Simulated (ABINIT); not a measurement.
# TlGeH3 (Pm-3m): zone-centre phonons

Which modes does TlGeH3 (Pm-3m) have at the zone centre?

Method: DFT LDA, scalar-relativistic, plane waves, HGH norm-conserving pseudopotentials, in ABINIT 10.8.3.

This is a report of a sequence of runs, with most program output left out.

The structure was built from a prototype and need not be the compound's stable phase.

## (1) The structure

Symmetry: Pm-3m, No. 221, cubic system. The conventional cell has a = 4.410 Å, b = 4.410 Å, c = 4.410 Å, α = 90.00°, β = 90.00°, γ = 90.00°. Nearest to Tl lie 12 H at 3.12 Å. Ge has 6 H at 2.20 Å nearest. H has 2 Ge at 2.20 Å nearest. Farther neighbours are not listed.

## (2) A first look

A first run with smearing and empty bands tells whether the crystal has a gap, which decides between fixed occupations and smearing later on.

File probe.abi:

```
# ground state
tolvrs 1.0d-08
prtden 1
prtwf 1

# basis, mesh and filling
ecut 35.0
ixc 7
ngkpt 4 4 4
nshiftk 1
shiftk 0.0 0.0 0.0
istwfk *1
occopt 7
tsmear 0.005
nband 11
nstep 100
diemac 9.0
prtebands 0
prtgsr 0

# cell and atoms
acell 8.33369221 8.33369221 8.33369221
rprim 
    1.0 0.0 0.0
    0.0 1.0 0.0
    0.0 0.0 1.0
ntypat 3
znucl 81 32 1
natom 5
typat 1 2 3 3 3
xred 
    0.0 0.0 0.0
    0.5 0.5 0.5
    0.5 0.5 0.0
    0.5 0.0 0.5
    0.0 0.5 0.5
pp_dirpath "./pseudo"
pseudos "Tl.hgh, Ge.hgh, H.hgh"
```

Run with:

```bash
$ OMP_NUM_THREADS=1 mpirun -n 2 abinit probe.abi > probe.log
```

The job ended after 7.2 s (2 MPI ranks of Arm Neoverse V1, shared host).

This step gave:

```
volume per atom   : 17.15 Å³
pressure          : -8.731 GPa
gap on the k-mesh : 0 eV
```

No gap opens on this mesh, so smearing is kept; the printed pressure holds the stress of the finite basis too.

## (3) Rough relaxation

The typed start is rough, so a first relaxation with smearing and loose thresholds takes it towards rest cheaply.

File prerelax.abi:

```
# relaxation
ionmov 2
optcell 2
dilatmx 1.15
chkdilatmx 0
ntime 40
tolmxf 3.0d-04
tolvrs 1.0d-10
prtwf 0
prtden 0
chksymtnons 0

# basis, mesh and filling
ecut 35.0
ecutsm 3.0
ixc 7
ngkpt 4 4 4
nshiftk 1
shiftk 0.0 0.0 0.0
istwfk *1
occopt 7
tsmear 0.005
nband 11
nstep 100
diemac 1000000.0
prtebands 0
prtgsr 0

# cell and atoms
acell 8.33369221 8.33369221 8.33369221
rprim 
    1.0 0.0 0.0
    0.0 1.0 0.0
    0.0 0.0 1.0
ntypat 3
znucl 81 32 1
natom 5
typat 1 2 3 3 3
xred 
    0.0 0.0 0.0
    0.5 0.5 0.5
    0.5 0.5 0.0
    0.5 0.0 0.5
    0.0 0.5 0.5
pp_dirpath "./pseudo"
pseudos "Tl.hgh, Ge.hgh, H.hgh"
```

Run with:

```bash
$ OMP_NUM_THREADS=1 mpirun -n 2 abinit prerelax.abi > prerelax.log
```

Run time: 84 s. Hardware: 2 MPI ranks.

Relaxation path:

```tsv
step	energy less that of the first step (eV)	largest force (eV/Å)	volume (Å³)
1	0.0000	0.0000	85.77
2	-0.1129	0.0000	83.58
3	-0.9743	0.0000	51.82
4	-1.0179	0.0000	61.97
5	-1.0787	0.0000	58.04
6	-1.0817	0.0000	56.62
7	-1.0822	0.0000	57.01
```

```tsv
cell as run	before	after	change
a (Å)	4.410	3.849	-12.7 %
b (Å)	4.410	3.849	-12.7 %
c (Å)	4.410	3.849	-12.7 %
volume (Å³/atom)	17.15	11.40	-33.5 %
```

Final coordinates:

```xyz
5
Lattice="3.8488 0.0000 0.0000 0.0000 3.8488 0.0000 0.0000 0.0000 3.8488" Properties=species:S:1:pos:R:3 pbc="T T T"
Tl    0.0000    0.0000    0.0000
Ge    1.9244    1.9244    1.9244
H     1.9244    1.9244    0.0000
H     1.9244    0.0000    1.9244
H     0.0000    1.9244    1.9244
```

This step gave:

```yaml
volume_per_atom: 11.40 Å³
pressure: -0.01756 GPa
```

The volume changes by -33.5 % in this run and stands -33.5 % from the first cell.

## (4) Rough relaxation

The cell changed much, so the rough relaxation is repeated on a basis made for the new cell.

prerelax.abi, as its differences from that of step 3:

```diff
@@ -29,3 +29,3 @@
 # cell and atoms
-acell 8.33369221 8.33369221 8.33369221
+acell 7.273219058 7.273219058 7.273219058
 rprim
```

Wall time 7.9 s (2 MPI ranks); 16 s of CPU time.

Little changed from the start: no atom moved by 0.005 Å and no cell edge by 0.1 %.

The volume changes by +0.0 % in this run and stands -33.5 % from the first cell.

## (5) Relaxation

The harmonic expansion needs vanishing forces, and a free crystal bears no stress, so cell and atoms are brought to rest. Stress is more sensitive to the basis than forces are: the last 3 Ha under the cutoff are smoothed with ecutsm, and the cutoff is raised above that of the later runs.

File relax.abi:

```
# relaxation
ionmov 2
optcell 2
dilatmx 1.08
ntime 40
tolmxf 1.0d-05
tolvrs 1.0d-14
prtwf 0
prtden 0
chksymtnons 0

# basis, mesh and filling
ecut 43.0
ecutsm 3.0
ixc 7
ngkpt 6 6 6
nshiftk 1
shiftk 0.0 0.0 0.0
istwfk *1
occopt 3
tsmear 0.01
nband 11
nstep 100
diemac 1000000.0
prtebands 0
prtgsr 0

# cell and atoms
acell 7.273219058 7.273219058 7.273219058
rprim 
    1.0 0.0 0.0
    0.0 1.0 0.0
    0.0 0.0 1.0
ntypat 3
znucl 81 32 1
natom 5
typat 1 2 3 3 3
xred 
    0.0 0.0 0.0
    0.5 0.5 0.5
    0.5 0.5 0.0
    0.5 0.0 0.5
    0.0 0.5 0.5
pp_dirpath "./pseudo"
pseudos "Tl.hgh, Ge.hgh, H.hgh"
```

Run with:

```bash
$ OMP_NUM_THREADS=1 mpirun -n 2 abinit relax.abi > relax.log
```

Run time: 19 s. Hardware: 2 MPI ranks; 38 s of CPU time.

Little changed from the start: no atom moved by 0.005 Å and no cell edge by 0.1 %.

This step gave:

| Quantity | Value |
| --- | --- |
| pressure | -3.83e-4 GPa |

The volume changes by +0.0 % in this run and stands -33.5 % from the first cell.

## (6) Ground state

First-order wavefunctions inherit every error of the ground state, hence the very tight tolvrs. Smearing stays on, as the first look found no gap above 0.3 eV.

File gs.abi:

```
# ground state
tolvrs 1.0d-16
prtden 1
prtwf 1

# basis, mesh and filling
ecut 35.0
ixc 7
ngkpt 6 6 6
nshiftk 1
shiftk 0.0 0.0 0.0
istwfk *1
occopt 3
tsmear 0.01
nband 11
nstep 100
diemac 1000000.0
prtebands 0
prtgsr 0

# cell and atoms
acell 7.273219058 7.273219058 7.273219058
rprim 
    1.0 0.0 0.0
    0.0 1.0 0.0
    0.0 0.0 1.0
ntypat 3
znucl 81 32 1
natom 5
typat 1 2 3 3 3
xred 
    0.0 0.0 0.0
    0.5 0.5 0.5
    0.5 0.5 0.0
    0.5 0.0 0.5
    0.0 0.5 0.5
pp_dirpath "./pseudo"
pseudos "Tl.hgh, Ge.hgh, H.hgh"
```

Run with:

```bash
$ OMP_NUM_THREADS=1 mpirun -n 2 abinit gs.abi > gs.log
```

The job ended after 14 s (2 MPI ranks; 27 s of CPU time).

Read from the output:

| Property | Result |
| --- | --- |
| pressure | -0.4820 GPa |

The cell stands at -0.48 GPa: the relaxation ran with a smoothed and higher cutoff, and the difference is a stress of the finite basis.

## (7) Zone-centre response

At q = 0 one unit cell holds all displacements. The response is solved for single atoms along the cell's directions, and symmetry skips those that follow from others. The crystal is treated as a metal, which screens a static field, so no field response is asked.

File dfpt_gamma.abi:

```

# common to the responses
getwfk_filepath "gso_WFK"
kptopt 2
nqpt 1
qpt 0.0 0.0 0.0
asr 0
chneut 0

# displacements
rfphon 1
rfatpol 1 5
rfdir 1 1 1
tolvrs 1.0d-10
prtwf 0

# basis, mesh and filling
ecut 35.0
ixc 7
ngkpt 6 6 6
nshiftk 1
shiftk 0.0 0.0 0.0
istwfk *1
occopt 3
tsmear 0.01
nband 11
nstep 100
diemac 1000000.0
prtebands 0
prtgsr 0

# cell and atoms
acell 7.273219058 7.273219058 7.273219058
rprim 
    1.0 0.0 0.0
    0.0 1.0 0.0
    0.0 0.0 1.0
ntypat 3
znucl 81 32 1
natom 5
typat 1 2 3 3 3
xred 
    0.0 0.0 0.0
    0.5 0.5 0.5
    0.5 0.5 0.0
    0.5 0.0 0.5
    0.0 0.5 0.5
pp_dirpath "./pseudo"
pseudos "Tl.hgh, Ge.hgh, H.hgh"
```

Run with:

```bash
$ OMP_NUM_THREADS=1 mpirun -n 2 abinit dfpt_gamma.abi > dfpt_gamma.log
```

Run time: 89 s. Hardware: 2 MPI ranks; 3 min of CPU time.

This step gave:

| Quantity | Value |
| --- | --- |
| largest acoustic frequency at the zone centre before the sum rule | 0.46 cm⁻¹ |
| highest optical zone-centre mode (no LO-TO term) | 554.9 cm⁻¹ |
| lowest optical zone-centre mode | -908.7 cm⁻¹ |

The acoustic modes at Γ come out as far as 0.5 cm⁻¹ from zero, where they should vanish, a small numerical error. The lowest optical mode is imaginary, 909i cm⁻¹, an instability at this level and on this k mesh.

## (8) Zone-centre analysis

anaddb reads the merged derivatives and imposes the acoustic sum rule.

File anaddb.abi:

```
ddb_filepath "gamma_DDB"
output_file "anaddb.abo"
outdata_prefix "anaddb"
asr 1
chneut 1
enunit 2
eivec 1
nph1l 1
qph1l 0.0 0.0 0.0 1.0
```

File mrgddb.in:

```
gamma_DDB
merged
2
dfpt_gammao_DDB
gso_DDB
```

Run with:

```bash
$ mrgddb < mrgddb.in > mrgddb.log
$ OMP_NUM_THREADS=1 anaddb anaddb.abi > anaddb.log
```

Elapsed: 0.53 s, on 1 thread.

No LO-TO term; unit eigenvectors of the mass-weighted matrix, from anaddb's displacements. Modes at Γ, with each element's share of the kinetic energy (negative means imaginary):

```tsv
mode	frequency (cm⁻¹)	symmetry	Tl %	Ge %	H %
1	-908.7	T1u	0	2	98
2	-908.7	T1u	0	2	98
3	-908.7	T1u	0	2	98
4	0.0	acoustic	73	26	1
5	0.0	acoustic	73	26	1
6	0.0	acoustic	73	26	1
7	82.5	T1u	27	70	3
8	82.5	T1u	27	70	3
9	82.5	T1u	27	70	3
10	512.6	T1u	0	2	98
11	512.6	T1u	0	2	98
12	512.6	T1u	0	2	98
13	554.9	T2u	0	0	100
14	554.9	T2u	0	0	100
15	554.9	T2u	0	0	100
```

Displacements in mode 3 (-908.7 cm⁻¹), the largest set to 1:
```
Tl1  0.00  0.00  0.00
Ge2  0.00  0.00 -0.02
H3   0.00  0.00  1.00
H4   0.00  0.00  0.03
H5   0.00  0.00  0.03
```

Displacements in mode 10 (512.6 cm⁻¹), the largest set to 1:
```
Tl1  0.00  0.00  0.00
Ge2  0.00  0.00 -0.02
H3   0.00  0.00 -0.08
H4   0.00  0.00  1.00
H5   0.00  0.00  1.00
```

The rule moves no optical mode by more than 0.1 cm⁻¹.

## (9) Sum rules set otherwise (asr 0)

Without the rule the raw error of the acoustic modes shows.

anaddb.abi, as its differences from that of step 8:

```diff
@@ -3,4 +3,4 @@
 outdata_prefix "anaddb"
-asr 1
-chneut 1
+asr 0
+chneut 0
 enunit 2
```

mrgddb.in is that of step 8.

Wall time 0.52 s (1 thread).

Zone-centre frequencies as printed; negative means imaginary. Modes:

```tsv
mode	frequency (cm⁻¹)
1	-908.7
2	-908.7
3	-908.7
4	0.46
5	0.46
6	0.46
7	82.52
8	82.52
9	82.52
10	512.6
11	512.6
12	512.6
13	554.9
14	554.9
15	554.9
```

## (10) What came out

```yaml
space_group_after_relaxation: Pm-3m
volume_per_atom: 11.4 Å³
highest_optical_zone_centre_mode_no_lo_to_term: 554.9 cm⁻¹
lowest_optical_zone_centre_mode: -908.7 cm⁻¹
imaginary_optical_modes_at_the_zone_centre_no_q_mesh_in_this_session: yes
```

What this shows: At the LDA level the optical modes of TlGeH3 (Pm-3m) at the zone centre run from 909i to 555 cm⁻¹, so the structure is a saddle point, with 3 modes beyond 10i cm⁻¹ there. The base run prints -0.48 GPa, mostly the error of a finite basis; the relaxation, with a smoothed and higher cutoff, had brought the cell to rest. These are harmonic frequencies: anharmonic shifts and widths and the lattice's thermal expansion are left out. The Fermi-Dirac smearing of 0.01 Ha is an electronic temperature of 3158 K, which adds a pressure of its own and can shift the volume and soft modes. Spin-orbit coupling is left out, which can matter for the heavy elements here. The HGH files keep few electrons and have no core correction, which is cheap but rough for Ge and Tl. In a metal the frequencies hang on the k mesh and the smearing, most of all near Kohn anomalies. The structure is a hypothetical one, built on a prototype.

[Host names and launcher messages were left out of these logs when they were recorded.]

[Logs are printed without paths, hosts, clocks, repeated set-up lines and the standing remarks that a program may print on its own settings, such as how far it seeks lower states.]

[Hosts, paths, dates, database ids (printed as entryN), source tags and the programs' standing remarks are cut or masked in the printed files.]
